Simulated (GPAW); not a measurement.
# Polarising 1T-TiSTe monolayer with a field along the normal

The dipole of the cell at several fields, atoms fixed. What does the strongest field give, and what length does the slope stand for?

**Method.** GPAW 26.7.0, plane waves (400 eV), PAW setups, PBE, 9×9 mesh, a dipole layer in the vacuum; geometry relaxed without an applied field with GPAW. The cell's area is 11.15 Å², and e/ε0 = 180.95 V Å.

Results, with one row withheld:

| field (V/Å) | dipole (e Å) |
| --- | --- |
| −0.2 | −0.0915 |
| −0.1 | −0.0584 |
| −0.05 | −0.0418 |
| 0.05 | −0.0086 |
| 0.1 | 0.0080 |
| 0.2 | 0.0412 |
| 0.3 | ? |

**Question.** What is the dipole at 0.3 V/Å?

Worked answer. A line through the 6 points has the slope α = 0.332 e Å per V/Å and the intercept p₀ = −0.0252 e Å (r.m.s. residual 2.7e−05). At 0.3 V/Å it gives p = −0.0252 + 0.332 × 0.3 = 0.0744 e Å; the run gives 0.0745 e Å, so the response stays linear to 0.2 % of the induced part. Dividing by ε0 and the area: α/(ε0 A) = 0.332 × 180.95 / 11.15 = 5.38 Å, against 3.12 Å between the outer nuclei.

Caveats: This is the electronic response alone; ions that move would add to it in polar layers. No run was spin-polarised, so magnetic states weren't tested. Spin-orbit coupling is left out, which matters for the heavier atoms here. Layers with unlike faces were relaxed with their cell in a fully periodic cell without the dipole layer, so their atoms felt a small spurious field.
